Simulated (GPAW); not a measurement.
## Al2O3 (Corundum, R-3c): the Al K absorption edge

What does one-electron theory with a core hole give for the Al K edge of Al2O3 (Corundum, R-3c)?

Program: GPAW 26.7.0. Level of theory: X-ray absorption from dipole matrix elements to empty bands, plane-wave PAW PBE. Results are calculated unless marked as measured.

## (1) The structure

It takes space group R-3c (No. 167, trigonal). Conventional cell: a = 4.760 Å, b = 4.760 Å, c = 12.996 Å, α = 90.00°, β = 90.00°, γ = 120.00°. Al has 6 O at 1.85 to 1.97 Å nearest. Nearest to O lie 4 Al at 1.85 to 1.97 Å. Farther neighbours and most contacts between anions are not listed.

As a file:

```cif
data_structure
_symmetry_space_group_name_H-M 'P 1'
_symmetry_Int_Tables_number 1
_cell_length_a 5.1302
_cell_length_b 5.1302
_cell_length_c 5.1302
_cell_angle_alpha 55.287
_cell_angle_beta 55.287
_cell_angle_gamma 55.287
_cell_volume 85.02
loop_
_atom_site_label
_atom_site_type_symbol
_atom_site_fract_x
_atom_site_fract_y
_atom_site_fract_z
_atom_site_occupancy
Al1 Al 0.85216 0.85216 0.85216 1
Al2 Al 0.64784 0.64784 0.64784 1
Al3 Al 0.14784 0.14784 0.14784 1
Al4 Al 0.35216 0.35216 0.35216 1
O5 O 0.05668 0.75000 0.44332 1
O6 O 0.75000 0.44332 0.05668 1
O7 O 0.44332 0.05668 0.75000 1
O8 O 0.94332 0.25000 0.55668 1
O9 O 0.25000 0.55668 0.94332 1
O10 O 0.55668 0.94332 0.25000 1
```

## (2) The field without a hole

A plain self-consistent run shows whether there is a gap, which decides the set-up of the core-hole run.

File scf.py:

```python
import numpy as np
from ase import Atoms
from ase.parallel import parprint, paropen
from gpaw import GPAW, PW, FermiDirac, Mixer, MixerDif, setup_paths
from gpaw.test import gen
setup_paths.insert(0, '.')
gen('Al', name='nch1s', xcname='PBE', corehole=(1, 0, 0), write_xml=True)

atoms = Atoms('Al4O6',
    cell=[[2.38025, 1.37423798, 4.33186667],
     [-2.38025, 1.37423798, 4.33186667],
     [0, -2.74847596, 4.33186667]],
    scaled_positions=[[0.85216, 0.85216, 0.85216],
     [0.64784, 0.64784, 0.64784],
     [0.14784, 0.14784, 0.14784],
     [0.35216, 0.35216, 0.35216],
     [0.05668, 0.75, 0.44332],
     [0.75, 0.44332, 0.05668],
     [0.44332, 0.05668, 0.75],
     [0.94332, 0.25, 0.55668],
     [0.25, 0.55668, 0.94332],
     [0.55668, 0.94332, 0.25]],
    pbc=True)
atoms.calc = calc = GPAW(legacy_gpaw=True, mode=PW(500), xc='PBE', setups={0: 'nch1s'},
    kpts={'size': (6, 6, 6), 'gamma': True}, occupations=FermiDirac(0.05),
    charge=0, mixer=Mixer(0.1, 5, 50), maxiter=150,
    convergence={'density': 0.0001}, txt='scf.txt')
energy = atoms.get_potential_energy() + calc.get_reference_energy()
ef = calc.get_fermi_level()
out = dict(energy=energy, fermi=ef, forces=atoms.get_forces().tolist())
parprint(f'all-electron energy {energy:.4f} eV, Fermi level {ef:.4f} eV')
ev = np.array([[calc.get_eigenvalues(k, s) for k in range(len(calc.get_ibz_k_points()))] for s in range(calc.get_number_of_spins())])
out['homo'], out['lumo'], out['counts'] = ev[ev < ef].max(), ev[ev > ef].min(), sorted(set((ev < ef).sum((0, 2)).tolist()))
out['filled'] = (ev[:, 0] < ef).sum(1).tolist()
import json
with paropen('out.json', 'w') as f:
    json.dump(out, f)
```

The run is started by

```sh
> OMP_NUM_THREADS=1 python scf.py
```

Numbers of over 12 decimals in the logs are rounded to 6 here.

What it wrote:

```text
Input parameters:
  convergence: {density: 0.0001}
  kpts: {gamma: True,
         size: (6, 6, 6)}
  maxiter: 150
  mixer: {backend: pulay,
          beta: 0.1,
          method: separate,
          nmaxold: 5,
          weight: 50}
  mode: {ecut: 500.0,
         name: pw}
  occupations: {fixmagmom: False,
                name: fermi-dirac,
                width: 0.05}
  setups: {0: nch1s}
  xc: PBE

Initialize ...

[... PAW data sets ...]

Reference energy: -38658.807081  # eV

Spin-paired calculation

[... convergence settings ...]
Symmetries present (total): 1
  [... symmetry matrices ...]

216 k-points: 6 x 6 x 6 Monkhorst-Pack grid + [1/12,1/12,1/12]
112 k-points in the irreducible part of the Brillouin zone
       k-points in crystal coordinates                weights
   0:     0.00000000    0.00000000    0.00000000          1/216
   1:     0.00000000    0.00000000    0.16666667          2/216
   2:     0.00000000    0.00000000    0.33333333          2/216
   3:     0.00000000    0.00000000    0.50000000          1/216
   4:     0.00000000    0.16666667   -0.33333333          2/216
   5:     0.00000000    0.16666667   -0.16666667          2/216
   6:     0.00000000    0.16666667    0.00000000          2/216
   7:     0.00000000    0.16666667    0.16666667          2/216
   8:     0.00000000    0.16666667    0.33333333          2/216
   9:     0.00000000    0.16666667    0.50000000          2/216
          ...
 111:     0.50000000    0.50000000    0.50000000          1/216

Wave functions: Plane wave expansion
  Cutoff energy: 500.000 eV
  Number of coefficients (min, max): 2140, 2175
  Pulay-stress correction: 0.000000 eV/Ang^3 (de/decut=0.000000)
  Using FFTW library
  Wavefunction extrapolation:
    Improved wavefunction reuse through dual PAW basis

Occupation numbers: Fermi-Dirac:
  width: 0.0500  # eV

Eigensolver
   Davidson(niter=2)

Densities:
  Coarse grid: 27*27*27 grid
  Fine grid: 54*54*54 grid
  Total Charge: 0.000000

Density mixing:
  Method: separate
  Backend: pulay
  Linear mixing parameter: 0.1
  old densities: 5
  Width of damping distribution: 1.1
  Damping of long wavelength oscillations: 50

[... Hamiltonian set-up ...]
Number of atoms: 10
Number of atomic orbitals: 40
Number of bands in calculation: 33
Number of valence electrons: 48
Bands to converge: occupied

... initialized

Initializing position-dependent things.

Density initialized from atomic densities
Creating initial wave functions:
  33 bands from LCAO basis set

            Al

           OAl
                O
         O     O
        O
            AO

            Al

Atomic positions and initial magnetic moments

Positions:
   0 Al     0.000000    0.000000   11.074331    ( 0.0000,  0.0000,  0.0000)
   1 Al    -0.000000   -0.000000    8.419070    ( 0.0000,  0.0000,  0.0000)
   2 Al    -0.000000   -0.000000    1.921270    ( 0.0000,  0.0000,  0.0000)
   3 Al    -0.000000   -0.000000    4.576530    ( 0.0000,  0.0000,  0.0000)
   4 O     -1.650275   -0.109884    5.414833    ( 0.0000,  0.0000,  0.0000)
   5 O      0.729975    1.484122    5.414833    ( 0.0000,  0.0000,  0.0000)
   6 O      0.920300   -1.374238    5.414833    ( 0.0000,  0.0000,  0.0000)
   7 O      1.650275    0.109884    7.580767    ( 0.0000,  0.0000,  0.0000)
   8 O     -0.729975   -1.484122    7.580767    ( 0.0000,  0.0000,  0.0000)
   9 O     -0.920300    1.374238    7.580767    ( 0.0000,  0.0000,  0.0000)

Unit cell:
           periodic     x           y           z      points  spacing
  1. axis:    yes    2.380250    1.374238    4.331867    27     0.1455
  2. axis:    yes   -2.380250    1.374238    4.331867    27     0.1455
  3. axis:    yes    0.000000   -2.748476    4.331867    27     0.1455

  Lengths:   5.130223   5.130223   5.130223
  Angles:   55.286671  55.286671  55.286671

Effective grid spacing dv^(1/3) = 0.1629

iter:   1   -79.325670
iter:   2   -76.271603   -1.47  -0.76
iter:   3   -72.878845   -1.02  -0.86
iter:   4   -73.320500   -1.58  -1.22
iter:   5   -73.082321   -1.84  -1.54
iter:   6   -73.078132   -4.05  -2.50
iter:   7   -73.077936c  -4.18  -2.73
iter:   8   -73.080398c  -3.83  -2.92
iter:   9   -73.079763c  -3.51  -2.60
iter:  10   -73.077621c  -4.29  -2.65
iter:  11   -73.077620c  -5.78  -3.85
iter:  12   -73.077620c  -7.19  -4.21c
iter:  13   -73.077622c  -6.81  -4.39c
iter:  14   -73.077620c  -7.49c -4.13c

Converged after 14 iterations.

Dipole moment: (0.000000, 0.000000, 0.000001) |e|*Ang

Energy contributions relative to reference atoms: (reference = -38658.807081)

Kinetic:        +73.185430
Potential:      -60.024978
External:        +0.000000
XC:             -86.393738
Entropy (-ST):   -0.000000
Local:           +0.155666
SIC:             +0.000000
--------------------------
Free energy:    -73.077620
Extrapolated:   -73.077620

Showing only first 2 kpts
 Kpt  Band  Eigenvalues  Occupancy
  0    22      6.23551    2.00000
  0    23      6.27996    2.00000
  0    24     12.46375    0.00000
  0    25     15.40649    0.00000

  1    22      6.19203    2.00000
  1    23      6.23583    2.00000
  1    24     13.09849    0.00000
  1    25     15.91822    0.00000

Fermi level: 7.69439

Gap: 6.184 eV
Transition (v -> c):
  (s=0, k=0, n=23, [0.00, 0.00, 0.00]) -> (s=0, k=0, n=24, [0.00, 0.00, 0.00])
No difference between direct/indirect transitions

Forces in eV/Ang:
  0 Al    0.00009   -0.00003   -0.05574
  1 Al    0.00009    0.00003    0.05573
  2 Al   -0.00009    0.00003    0.05574
  3 Al   -0.00009   -0.00003   -0.05573
  4 O    -0.03866   -0.06751   -0.00004
  5 O    -0.03884    0.06740    0.00004
  6 O     0.07804    0.00011   -0.00000
  7 O     0.03866    0.06751    0.00004
  8 O     0.03884   -0.06740   -0.00004
  9 O    -0.07804   -0.00011    0.00000
Scalar-relativistic atomic PBE calculation for Al (Aluminium, Z=13)
Core hole in 1s state (1s occupation: 2.0)
450 radial gridpoints.
|------------------------------------------------|
|------------------------------------------------|
[... the atom generator's iteration count ...]

Energy contributions:
-------------------------
Kinetic:     +243.092050
XC:           -18.430760
Potential:   -467.332630
-------------------------
Total:       -242.671339

state      eigenvalue         ekin         rmax
-----------------------------------------------
1s^2.0 :   -55.527259    79.629143        0.078
2s^2.0 :    -3.974690    10.786763        0.497
2p^6.0 :    -2.559317     9.907530        0.429
3s^2.0 :    -0.284901     1.088737        2.087
3p^1.0 :    -0.099662     0.637585        2.639
-----------------------------------------------
(units: Bohr and Hartree)

Generating PAW setup
Kinetic energy of the core from tauc = 240.725374
Cutoffs:
rc(s)=2.050
rc(p)=2.050
rc(d)=2.050
rc(vbar)=1.845
rc(comp)=2.050
rc(nct)=2.050

Kinetic energy of the core states: 240.276991
Charge: 0.0
Core electrons: 10.0
Valence electrons: 3.0
Pseudo-core charge: 0.382292
Shape function alpha=2.380
Pseudo-electron charge 3.476789
state    eigenvalue         norm
--------------------------------
3s(2) :    -0.284901     1.047805
*s    :     0.715099
3p(1) :    -0.099662     0.998886
*p    :     0.900338
*d    :     0.000000
--------------------------------

Diagonalizing with gridspacing h=0.050

state   all-electron     PAW
-------------------------------
3s:      -0.284901    -0.284982
3p:      -0.099662    -0.099717
*d:                    0.026616
*f:                    0.063447
-------------------------------
all-electron energy -38731.8847 eV, Fermi level 7.6944 eV
```

Elapsed: 3.8 min, on 1 thread of Arm Neoverse V2, shared host; peak memory 0.43 GiB.

The mesh shows a gap of 6.18 eV, so the hole is first treated in a charged cell, without the excited electron.

## (3) Spectrum without a core hole, 

This cheap baseline ignores the attraction of the hole: it shows the absorber's empty states as they are in the ground state. The data set with a hole of occupation 0 only carries the core orbital.

File xas.py:

```python
import numpy as np
from ase import Atoms
from ase.parallel import parprint, paropen
from gpaw import GPAW, PW, FermiDirac, Mixer, MixerDif, setup_paths
from gpaw.test import gen
setup_paths.insert(0, '.')
gen('Al', name='nch1s', xcname='PBE', corehole=(1, 0, 0), write_xml=True)

atoms = Atoms('Al4O6',
    cell=[[2.38025, 1.37423798, 4.33186667],
     [-2.38025, 1.37423798, 4.33186667],
     [0, -2.74847596, 4.33186667]],
    scaled_positions=[[0.85216, 0.85216, 0.85216],
     [0.64784, 0.64784, 0.64784],
     [0.14784, 0.14784, 0.14784],
     [0.35216, 0.35216, 0.35216],
     [0.05668, 0.75, 0.44332],
     [0.75, 0.44332, 0.05668],
     [0.44332, 0.05668, 0.75],
     [0.94332, 0.25, 0.55668],
     [0.25, 0.55668, 0.94332],
     [0.55668, 0.94332, 0.25]],
    pbc=True)
atoms.calc = calc = GPAW(legacy_gpaw=True, mode=PW(500), xc='PBE', setups={0: 'nch1s'},
    kpts={'size': (6, 6, 6), 'gamma': True}, occupations=FermiDirac(0.02),
    charge=0, mixer=Mixer(0.1, 5, 50), maxiter=150,
    convergence={'density': 0.0001}, txt='scf.txt')
energy = atoms.get_potential_energy() + calc.get_reference_energy()
ef = calc.get_fermi_level()
out = dict(energy=energy, fermi=ef, forces=atoms.get_forces().tolist())
parprint(f'all-electron energy {energy:.4f} eV, Fermi level {ef:.4f} eV')
ev = np.array([[calc.get_eigenvalues(k, s) for k in range(len(calc.get_ibz_k_points()))] for s in range(calc.get_number_of_spins())])
out['homo'], out['lumo'], out['counts'] = ev[ev < ef].max(), ev[ev > ef].min(), sorted(set((ev < ef).sum((0, 2)).tolist()))
out['filled'] = (ev[:, 0] < ef).sum(1).tolist()

from gpaw.xas import XAS
nb = int(calc.get_number_of_electrons() / 2) + 54
top, nb = nb, nb + 8 + nb // 12
nscf = calc.fixed_density(kpts={'size': (6, 6, 6), 'gamma': True}, nbands=nb,
    convergence={'bands': top, 'eigenstates': 1e-5}, maxiter=60, txt='nscf.txt')
cell = atoms.cell.array
ops = [cell.T @ U.T @ np.linalg.inv(cell.T) for U in nscf.wfs.kd.symmetry.op_scc]
filled = [24]  # bands filled in the ground state, by spin
E = np.arange(-25, 34, 0.1)
fwhm = np.interp(E, [4, 25], [0.9, 3.5])
Y, X, zero, highest = 0, 0, 1e9, 1e9
for spin in range(nscf.get_number_of_spins()):
    xas = XAS(nscf, mode='all', center=0, spin=spin)
    eps = xas.eps_kn
    d = xas.sigma_cmkn  # core-to-band dipole matrix elements, k weights included
    T = np.einsum('amkn,bmkn->abkn', d, d.conj()).real
    T = sum(np.einsum('ai,ijkn,bj->abkn', R, T, R) for R in ops) / len(ops)
    empty = np.ones_like(eps, bool) & (np.arange(nb) >= filled[spin])
    zero, highest = min(zero, eps[empty].min()), min(highest, eps[:, top - 1].min())
    lines = [(eps, T, empty)] if spin == 0 else lines + [(eps, T, empty)]
for eps, T, empty in lines:
    f = np.einsum('aakn->akn', T).reshape(3, -1)
    x = eps.ravel() - zero
    w = np.interp(x, E, fwhm) / 2.35482
    g = np.exp(-0.5 * ((E[:, None] - x) / w) ** 2) / (w * (2 * np.pi) ** 0.5)
    Y = Y + (f * empty.ravel()) @ g.T
    X = X + (f * ~empty.ravel()) @ g.T
out.update(E=E.round(2).tolist(), xas=Y.tolist(), xes=X.tolist(), zero=zero, valid=highest - zero, nk=len(eps), nb=nb)
for i in range(0, len(E), 10):
    parprint(f'{E[i]:7.2f}', *(f'{v:10.3e}' for v in Y[:, i]))
import json
with paropen('out.json', 'w') as f:
    json.dump(out, f)
```

The run is started by

```sh
> OMP_NUM_THREADS=1 python xas.py
```

What it wrote:

```text
Input parameters:
  convergence: {density: 0.0001}
  kpts: {gamma: True,
         size: (6, 6, 6)}
  maxiter: 150
  mixer: {backend: pulay,
          beta: 0.1,
          method: separate,
          nmaxold: 5,
          weight: 50}
  mode: {ecut: 500.0,
         name: pw}
  occupations: {fixmagmom: False,
                name: fermi-dirac,
                width: 0.02}
  setups: {0: nch1s}
  xc: PBE

Initialize ...

[...]
3. axis:    yes    0.000000   -2.748476    4.331867    27     0.1455

  Lengths:   5.130223   5.130223   5.130223
  Angles:   55.286671  55.286671  55.286671

Effective grid spacing dv^(1/3) = 0.1629

iter:   1   -73.068775   +2.92       c
iter:   2   -73.077533   +1.39       c
iter:   3   -73.077618c  +0.28       c
iter:   4   -73.077620c  -0.65       c
iter:   5   -73.077620c  -1.52       c

|------------------------------------------------|
[key lines of the parts left out:]
Converged after 14 iterations.
Dipole moment: (0.000000, 0.000000, 0.000001) |e|*Ang
Free energy:    -73.077620
Fermi level: 7.54439
```

It took 8.8 min on 1 thread; peak memory 0.89 GiB.

The run was cut off at its time limit.

The time allowed ran out, so this step gives no result.

## (4) Reference energy of the cell

The photon energy needs a difference of total energies, so the cell and mesh of the coming hole run are first run without a hole.

This run holds the same structure in another cell (a 5.130 → 4.760 Å, b 5.130 → 4.760 Å, α 55.3 → 117.6°, β 55.3 → 90.0°, γ 55.3 → 60.0°).

scf.py, as its differences from that of step 2:

```diff
@@ -9,18 +9,18 @@
 atoms = Atoms('Al4O6',
-    cell=[[2.38025, 1.37423798, 4.33186667],
-     [-2.38025, 1.37423798, 4.33186667],
-     [0, -2.74847596, 4.33186667]],
-    scaled_positions=[[0.85216, 0.85216, 0.85216],
-     [0.64784, 0.64784, 0.64784],
-     [0.14784, 0.14784, 0.14784],
-     [0.35216, 0.35216, 0.35216],
-     [0.05668, 0.75, 0.44332],
-     [0.75, 0.44332, 0.05668],
-     [0.44332, 0.05668, 0.75],
-     [0.94332, 0.25, 0.55668],
-     [0.25, 0.55668, 0.94332],
-     [0.55668, 0.94332, 0.25]],
+    cell=[[-2.38025, 4.12271393, 0],
+     [2.38025, 4.12271393, 0],
+     [-2.38025, -1.37423798, -4.33186667]],
+    scaled_positions=[[0.85216, 0.29568, 0.44352],
+     [0.64784, 0.70432, 0.05648],
+     [0.14784, 0.70432, 0.55648],
+     [0.35216, 0.29568, 0.94352],
+     [0.75, 0.80668, 0.75],
+     [0.44332, 0.5, 0.75],
+     [0.05668, 0.19332, 0.75],
+     [0.25, 0.19332, 0.25],
+     [0.55668, 0.5, 0.25],
+     [0.94332, 0.80668, 0.25]],
     pbc=True)
 atoms.calc = calc = GPAW(legacy_gpaw=True, mode=PW(500), xc='PBE', setups={0: 'nch1s'},
-    kpts={'size': (6, 6, 6), 'gamma': True}, occupations=FermiDirac(0.05),
+    kpts={'size': (5, 5, 5), 'gamma': True}, occupations=FermiDirac(0.02),
     charge=0, mixer=Mixer(0.1, 5, 50), maxiter=150,
```

The run is started by

```sh
> OMP_NUM_THREADS=1 python scf.py
```

What it wrote:

```text
Input parameters:
  convergence: {density: 0.0001}
  kpts: {gamma: True,
         size: (5, 5, 5)}
  maxiter: 150
  mixer: {backend: pulay,
          beta: 0.1,
          method: separate,
          nmaxold: 5,
          weight: 50}
  mode: {ecut: 500.0,
         name: pw}
  occupations: {fixmagmom: False,
                name: fermi-dirac,
                width: 0.02}
  setups: {0: nch1s}
  xc: PBE

Initialize ...

[...]
--------------------------------
3s(2) :    -0.284901     1.047805
*s    :     0.715099
3p(1) :    -0.099662     0.998886
*p    :     0.900338
*d    :     0.000000
--------------------------------

Diagonalizing with gridspacing h=0.050

state   all-electron     PAW
-------------------------------
3s:      -0.284901    -0.284982
3p:      -0.099662    -0.099717
*d:                    0.026616
*f:                    0.063447
-------------------------------
all-electron energy -38731.8862 eV, Fermi level 7.5446 eV
[key lines of the parts left out:]
Converged after 14 iterations.
Dipole moment: (-0.000000, -0.000000, 0.000000) |e|*Ang
Free energy:    -73.079107
Fermi level: 7.54461
```

It took 1.7 min on 1 thread; peak memory 0.32 GiB.

Reference energy: -38731.886 eV with the cores included.

(Continued in part 2 of 2.)

[Banner, clock and machine lines of the logs are left out without a mark of their own.]

[Logs are printed without paths, hosts, clocks, repeated set-up lines and the standing remarks that a program may print on its own settings, such as how far it seeks lower states.]

[Hosts, paths, dates, database ids (printed as entryN), source tags and the programs' standing remarks are cut or masked in the printed files.]

[Lists of maxima count a maximum above −3 eV only where it reaches 4 % of the highest in the window and stands out from its surroundings by 2 % of it (1.5 % where it reaches 55 %); shoulders and weaker maxima are passed over, and of the rest the first, up to two pre-edge ones and the few strongest are named.]
